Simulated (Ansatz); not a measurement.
# A convergence test on TaAgO3 (R3c): k mesh of the hybrid

Aim: see how gap, energy and time of TaAgO3 (R3c) follow the k mesh of the hybrid.

Method: DFT, HSE06, plane waves, PAW; PAW set soft_1, in Ansatz 0.2.0.

**1. The system as given**

The structure is trigonal, space group R3c (No. 161). Conventional cell: a = 5.528 Å, b = 5.528 Å, c = 13.716 Å, α = 90.00°, β = 90.00°, γ = 120.00°. Nearest to Ta lie 6 O at 1.96 to 2.03 Å. Ag has 6 O at 2.40 to 2.78 Å nearest. Nearest to O lie 2 Ta at 1.96 to 2.03 Å and 2 Ag at 2.40 to 2.78 Å. Farther neighbours, and contacts between anions beyond the nearest, are not listed.

Geometry: measured cell, ions relaxed with LDA. The runs that relaxed it are not among those shown.

**2. k mesh of the hybrid: 2×2×2**

Contents of input.yaml:

```yaml
crystal:
  lattice:
    - [2.76405, 1.5958250116, 4.5719666667]
    - [-2.76405, 1.5958250116, 4.5719666667]
    - [0.0, -3.1916500231, 4.5719666667]
  atoms:
    - { symbol: Ta, position: [-0.0026385787, -0.0026385787, -0.0026385787] }
    - { symbol: Ta, position: [0.4973614213, 0.4973614213, 0.4973614213] }
    - { symbol: Ag, position: [0.249001027, 0.249001027, 0.249001027] }
    - { symbol: Ag, position: [0.749001027, 0.749001027, 0.749001027] }
    - { symbol: O, position: [0.8177770211, 0.6856263691, 0.2524341615] }
    - { symbol: O, position: [0.2524341615, 0.8177770211, 0.6856263691] }
    - { symbol: O, position: [0.6856263691, 0.2524341615, 0.8177770211] }
    - { symbol: O, position: [0.7524341615, 0.1856263691, 0.3177770211] }
    - { symbol: O, position: [0.1856263691, 0.3177770211, 0.7524341615] }
    - { symbol: O, position: [0.3177770211, 0.7524341615, 0.1856263691] }
kpoints:
  mp_grid: { grid: [2, 2, 2] }
  band_path:
    path:
      - [0.0, 0.0, 0.0]
      - [-0.5, -0.5, -0.5]
      - [-0.24788857, -0.75211143, -0.5]
      - [0.24788857, -0.5, -0.24788857]
      - [0.0, -0.5, 0.0]
      - [0.37394429, -0.37394429, 0.0]
      - [0.0, -0.62605571, -0.37394429]
      - [0.0, -0.5, -0.5]
      - [0.1666666667, 0.1666666667, -0.3333333333]
    npoints: 1
hamiltonian:
  xc: hse06
  pseudopotentials: { kind: paw, azcp: { folder: soft_1 } }
scf:
  occupations: { method: fixed }
  n_extra_bands: 7
output:
  eigenvalues: true
```

The run is started by

```
$ ansatz run input.yaml --threads 3 --pin off --max-ram 92160MiB --backend cuda --events-out ev --progress --plain --runs-dir out --devices 1 --max-vram 13GiB
```

The program printed:

```text
scf.n_extra_bands = 7 over 50 filled bands (N_el = 100.0): the run solves 57 bands
exact exchange: scf.exx.singularity resolves to wigner_seitz, which cuts the screened interaction at the faces of the exchange supercell's Wigner-Seitz cell, so that each pair interacts once, at the shortest of its separations (the periodic images that this leaves out come, for a point-like exchange hole, to about 0.004 eV on a filled level). The cut falls within the interaction's reach, and what an exchange supercel [...]
GPUs: using 1 of 1 available (devices: 1).
Engine: ansatz 0.2.0, x86_64-unknown-linux-gnu
Pseudopotentials: kind: paw
Pseudopotential: Ta, paw, valence charge 13, recommended cutoff 420 eV (normal), soft_1/Ta.paw.azcp
Pseudopotential: Ag, paw, valence charge 19, recommended cutoff 420 eV (normal), soft_1/Ag.paw.azcp
Pseudopotential: O, paw, valence charge 6, recommended cutoff 420 eV (normal), soft_1/O.paw.azcp
Functional definition: HSE06
  parameter a = 0.25
  parameter omega = 0.11/bohr
  exchange = pbe_x - a*pbe_x_sr(omega) + a*exact_x_sr(omega)
  correlation = pbe_c
davidson cushion auto → on  (no smearing: the cushion is to keep the highest requested band from converging to the state above it; pin scf.eigensolver.cushion to override)
concurrent solve slots: 2 of 3 are kept, ahead of what memory takes: no pass of the eigensolver takes more rounds on 2
device memory: the entry about to start is reckoned to put 2.0 GiB on a device that reports 32.8 GiB free (of which the cap on the GPU budget leaves the run 13.0 GiB)
GPU FFT provider: cuFFT
GPU libraries: cuBLAS 13.8.2, cuFFT 12.4.0, cuSOLVER 12.3.4
Crystal: 10 atoms, lattice volume = 121.000 Å³
Basis set: ecut = 420 eV, 2361 PW (Γ)
Bands: 57, of which v1, the nominal top of the filled ones, is band 50 counted from 1 (49 counted from 0)
Symmetry: 6 space group operations
Space group: R3c (ITA 161), of the structure as read, at distance tolerance 4.9e-5 Å
k-points: 4 of 8
Non-local potential: Ta, projectors of the file, l = 0: 3, l = 1: 2, l = 2: 2, l = 3: 1
Non-local potential: Ag, projectors of the file, l = 0: 3, l = 1: 2, l = 2: 2, l = 3: 1
Non-local potential: O, projectors of the file, l = 0: 2, l = 1: 2, l = 2: 1
PAW form: soft (Blöchl's): semilocal exchange-correlation on the pseudo side does not see the compensation charge
PAW frozen core: Ta, regenerated for the run's functional, and the local potential with it (the file was generated under x = pbe(κ = 0.804, μ = 0.219515), c = pbe(β = 0.066725))
PAW frozen core: Ag, regenerated for the run's functional, and the local potential with it (the file was generated under x = pbe(κ = 0.804, μ = 0.219515), c = pbe(β = 0.066725))
PAW frozen core: O, regenerated for the run's functional, and the local potential with it (the file was generated under x = pbe(κ = 0.804, μ = 0.219515), c = pbe(β = 0.066725))
PAW one-centre angular grid: Ta, 590 points (default); XC on 64 Gauss nodes
PAW one-centre angular grid: Ag, 590 points (default); XC on 96 Gauss nodes
PAW one-centre angular grid: O, 110 points (default); XC on 96 Gauss nodes
Initial density: superposition of atomic densities (chi_scale 0.1, normalization cell, long waves kept (reshape's long-wave potential 0.00 eV rms))
Initial wavefunctions: pseudopotential atomic-orbital guess
GPU buffer pool allocated for 64000 grid points (all kernels)
GPU transforms: local potential and band sums: pruned to the plane-wave sphere, on 40×40×40
Functional: x = pbe(κ = 0.804, μ = 0.219515), c = pbe(β = 0.066725), warm-up for x = pbe(κ = 0.804, μ = 0.219515) + 0.25 (exact − pbe) at short range (hse, ω = 0.207870 Å⁻¹), c = pbe(β = 0.066725); HSE06 as pw.x's `hse` composes it (authors' and Libxc's form: `xc: wpbeh`)
SCF iter   1: F=—  HF=-38458.077645 eV  |F-HF|=—  |Δ(HF+E_count)|=         —  Δρ=7.13e-2  dr2=5.69e0  ethr=1.00e-1  ⟨swp⟩=3.5  Hψ=646  notcnv=0
[...]
preconditioner: auto → none  [insulator: Δε(μ)=3.912 eV  Ē_g=11.590 eV  n_scr=32 (ndim 8)  ℏωp=27.8 eV  f_vac=0.000]
SCF iter   2: F=—  HF=-38463.806478 eV  |F-HF|=—  |Δ(HF+E_count)|=   1.18e-1  Δρ=4.44e-3  dr2=1.78e-2  ethr=2.11e-6  ⟨swp⟩=5.0  Hψ=948  notcnv=0
SCF iter   3: F=—  HF=-38463.855411 eV  |F-HF|=—  |Δ(HF+E_count)|=   4.89e-2  Δρ=2.87e-3  dr2=1.11e-2  ethr=2.11e-6  ⟨swp⟩=4.0  Hψ=739  notcnv=0
SCF iter   4: F=—  HF=-38463.852371 eV  |F-HF|=—  |Δ(HF+E_count)|=   3.04e-3  Δρ=7.02e-4  dr2=4.65e-4  ethr=2.11e-6  ⟨swp⟩=4.0  Hψ=707  notcnv=0
SCF iter   5: F=—  HF=-38463.853731 eV  |F-HF|=—  |Δ(HF+E_count)|=   1.36e-3  Δρ=6.30e-4  dr2=4.41e-4  ethr=3.25e-7  ⟨swp⟩=3.8  Hψ=684  notcnv=0
SCF iter   6: F=-38463.853614 eV  HF=-38463.853616 eV  |F-HF|=1.31e-6  |Δ(HF+E_count)|=   1.15e-4  Δρ=5.27e-5  dr2=1.32e-5  ethr=3.25e-7  ⟨swp⟩=3.2  Hψ=576  notcnv=0
SCF 2 stopped early in 6 iterations: F = -38463.853614 eV  dr2 = 1.32e-5
  greatest PAW one-centre occupation: 1.003 electrons in one spin orbital (limit 2), on the Ag atom at site 3 (counted from 0), in its partial waves of l = 0
hybrid outer 1: dexx = +5.856e-2 eV, tail = 1.67e-4 eV
GPU FFT provider: cuFFT
GPU libraries: cuBLAS 13.8.2, cuFFT 12.4.0, cuSOLVER 12.3.4
GPU buffer pool allocated for 64000 grid points (all kernels)
GPU transforms: local potential and band sums: pruned to the plane-wave sphere, on 40×40×40
Exchange kernel: α = 0.2500, screened, ω = 0.2079 Å⁻¹, Wigner–Seitz truncation, v(0) = 913.9315 eV·Å³, q-mesh 2×2×2, nearest image of the exchange supercell L = 11.06 Å, pair-density grid 24×24×24, without the augmentation charges, whose exchange is taken in its separable form by FFT convolution over the k-point mesh (sized by the pseudopotential files, 32×32×32 at the most), smooth part of the exact exchange by density-matrix convolution in up to 942.3 MiB of GPU memory as planned if the GPU has room (build and FFT work areas not counted)
Frozen-core exchange: fock
SCF iter   1: F=—  HF=-38463.853364 eV  |F-HF|=—  |Δ(HF+E_count)|=         —  Δρ=1.34e-4  dr2=1.64e-5  ethr=8.34e-7  ⟨swp⟩=3.0  Hψ=566  notcnv=0
preconditioner: auto → none  [insulator: Δε(μ)=3.465 eV  Ē_g=11.297 eV  n_scr=32 (ndim 8)  ℏωp=27.8 eV  f_vac=0.000]
iter 2 solved again at ethr=6.76e-10 eV; its pass at ethr=1.43e-8 eV (dr2=6.76e-7 eV) is discarded
SCF iter   2: F=—  HF=-38463.853360 eV  |F-HF|=—  |Δ(HF+E_count)|=   4.35e-6  Δρ=4.27e-5  dr2=8.61e-7  ethr=6.76e-10  ⟨swp⟩=2.5  Hψ=1075  notcnv=0
SCF iter   3: F=-38463.853361 eV  HF=-38463.853361 eV  |F-HF|=9.11e-9  |Δ(HF+E_count)|=   1.03e-6  Δρ=4.52e-6  dr2=1.30e-8  ethr=6.64e-10  ⟨swp⟩=5.0  Hψ=649  notcnv=0
SCF 3 converged in 3 iterations: F = -38463.853361 eV  dr2 = 1.30e-8
hybrid outer 2: dexx = +2.037e-6 eV, tail = 1.08e-7 eV, Δε = 2.54e-3 eV (about 7.70e-5 eV left of the loop's levels)
device memory: the entry about to start is reckoned to put 1.1 GiB on a device that reports 32.8 GiB free (of which the cap on the GPU budget leaves the run 13.0 GiB)
NSCF: frozen V_eff on 9 k-points
hybrid SCF converged: 2 outer / 9 inner (+6 warm-up), last move |dexx| = 2.04e-6 eV, tail = 1.08e-7 eV
Stability not checked: this state was not tested for a lower state beside it, because the functional holds exact exchange (a hybrid, or Hartree-Fock), whose exchange loop this test does not read (fock_operator; see scf.lower_state_search)
Free energy (F): -38463.853362 eV
Frozen-core exchange: fock
Harris-Foulkes:  -38463.853362 eV  (|F-HF|=9.11e-9)
Internal energy: -38463.853362 eV  (E = F + TS)
E sigma→0 (E₀):  -38463.853362 eV
Fermi energy:    10.388901 eV
--- Per-component energies (eV) ---
  E_band       = -1093.392243
  E_kinetic    = 2727.424189
  E_local      = -7887.107649  (includes V_loc(G=0)·N_el)
  E_nonlocal   = 364.404226
  E_hartree    = 3412.776131
  E_xc         = -1101.340858
  E_vxc        = -1117.077004  (∫ρ·V_xc dr)
  E_exx        = -349.367218  (= α·E_x^exact, valence–valence)
  E_paw        = -25443.989069  (= ΣΔE_a)
  E_vpaw       = -1307.860149  (= ΣTr[D̂ρ^β])
  E_aug_tail   = 0.005627  (compensation charges beyond the density's cutoff)
  E_ewald      = -10178.633928
  E_core_change = -8.024813  (= ΣΔE_core)
  E_smearing   = -0.000000  (= −TS)
  E_closure    = -0.000000  (closes the sum)
  Σ components = -38463.853362   (vs F -38463.853362, Δ=-7.28e-12)
--- Band table (eV) ---
  k-point 0: bands = [... 46 lower, 9.6937, 9.8834, 10.3642, 10.3642, 14.0029, 14.0248, 14.0248, 14.6146, ... 3 higher]
  k-point 1: bands = [... 46 lower, 10.1092, 10.1092, 10.3889, 10.3889, 15.5417, 15.5417, 15.9771, 15.9771, ... 3 higher]
  k-point 2: bands = [... 46 lower, 10.1520, 10.2157, 10.3366, 10.3457, 13.8511, 15.7739, 16.1693, 16.3088, ... 3 higher]
  k-point 3: bands = [... 46 lower, 10.1532, 10.1532, 10.1532, 10.1532, 15.4785, 15.4785, 16.2212, 16.2212, ... 3 higher]
```

Wall time 19 s (1 × NVIDIA H100 80GB HBM3 (shared by 6 runs) with 3 threads of AMD EPYC 7R13 (Zen 3), shared host); peak memory 1.1 GiB.

Reading the cycles: dr2 is the Hartree energy of the density residual (eV), the measure of convergence; HF is the Harris–Foulkes estimate of the energy, which meets the free energy F at convergence.

Read from the output:

| Quantity | Value |
| --- | --- |
| gap | 3.392 eV |
| valence top at | k = (0.167, 0.167, -0.333) |
| conduction bottom at | F |
| least direct gap | 3.505 eV |
| exact-exchange fraction | 0.25 |

The gap is indirect, with the least direct gap 0.11 eV higher.

**3. k mesh of the hybrid: 4×4×4**

input.yaml, as its differences from that of step 2:

```diff
@@ -17,3 +17,3 @@
 kpoints:
-  mp_grid: { grid: [2, 2, 2] }
+  mp_grid: { grid: [4, 4, 4] }
   band_path:
```

The program printed:

```text
[...]
GPUs: using 1 of 1 available (devices: 1).
[...]
GPU FFT provider: cuFFT
GPU libraries: cuBLAS 13.8.2, cuFFT 12.4.0, cuSOLVER 12.3.4
Crystal: 10 atoms, lattice volume = 121.000 Å³
Basis set: ecut = 420 eV, 2361 PW (Γ)
Bands: 57, of which v1, the nominal top of the filled ones, is band 50 counted from 1 (49 counted from 0)
Symmetry: 6 space group operations
[...]
k-points: 13 of 64 (time reversal used)
[...]
Fermi energy:    10.422690 eV
[...]
--- Band table (eV; the first three rows and the last of 13) ---
  k-point 0: bands = [... 46 lower, 9.6814, 9.8629, 10.3402, 10.3402, 14.0147, 14.0406, 14.0406, 14.5916, ... 3 higher]
  k-point 1: bands = [... 46 lower, 9.7153, 10.1425, 10.2177, 10.3683, 14.5085, 14.6198, 14.7313, 15.7216, ... 3 higher]
  k-point 2: bands = [... 46 lower, 10.0936, 10.0936, 10.3744, 10.3744, 15.5551, 15.5551, 15.9946, 15.9946, ... 3 higher]
  k-point 12: bands = [... 46 lower, 10.1366, 10.1366, 10.1366, 10.1366, 15.4900, 15.4900, 16.2403, 16.2403, ... 3 higher]
[key lines of the parts left out:]
Free energy (F): -38464.069867 eV
```

Run time: 37 s. Hardware: 1 × NVIDIA H100 80GB HBM3 (shared by 6 runs) with 3 threads; peak memory 1.5 GiB.

Read from the output:

| Property | Result |
| --- | --- |
| gap | 3.422 eV |
| valence top at | k = (0.167, 0.167, -0.333) |
| conduction bottom at | F |
| least direct gap | 3.532 eV |

The gap is 3.422 eV, +0.030 eV from the run before at this level.

**4. The series**

Differences are against the last row; a negative gap means that bands overlap, and a run with a band path holds that path's time. Times are wall times on 1 × NVIDIA H100 80GB HBM3 (shared by 6 runs) with 3 threads of AMD EPYC 7R13 (Zen 3), shared host, good to a factor of about two.

| k mesh of the hybrid | gap (eV) | direct gap (eV) | gap error (eV) | energy error (meV/atom) | irreducible k | time |
| --- | --- | --- | --- | --- | --- | --- |
| 2×2×2 | 3.392 | 3.505 | −0.030 | +21.7 | 4 | 19 s |
| 4×4×4 | 3.422 | 3.532 | +0.000 | +0.0 | 13 | 37 s |

**5. What came out**

| Quantity | Value |
| --- | --- |
| 2×2×2 | 3.392 eV |
| 4×4×4 | 3.422 eV |

**Reading.** The gap holds to 0.02 eV from 4×4×4 on, the last run itself, so the series does not show convergence. At 2×2×2 the gap is off by −0.030 eV and the energy by +22 meV/atom. The gap is read over the mesh and added points near the edges, so meshes differ mainly through the density and, for a hybrid, the exchange operator.

[Long decimals in the printed logs are rounded to 6 places.]

[Logs are printed without paths, hosts, clocks, repeated set-up lines and the standing remarks that a program may print on its own settings, such as how far it seeks lower states.]

[Paths, hosts, dates, memory and timing lines, banners, echoed tables and standing remarks are left out of the program output; an Ansatz launch command may be rebuilt from the run's recorded settings. Measured values are a selection of at most five: reports struck by readers or far from the other reports are left out. None is set beside runs whose start may be inverted or whose files or cutoffs have a known fault.]

[Runs of the session that timed out or met a known fault of the program may be left out.]

[Cells called generated may have been cut or substituted from an entry of the Crystallography Open Database or the Materials Project.]

[Hosts, paths, dates, database ids (printed as entryN), source tags and the programs' standing remarks are cut or masked in the printed files.]

[Where the starting crystal was built by hand or by swapping elements, it need not be the compound's stable phase.]
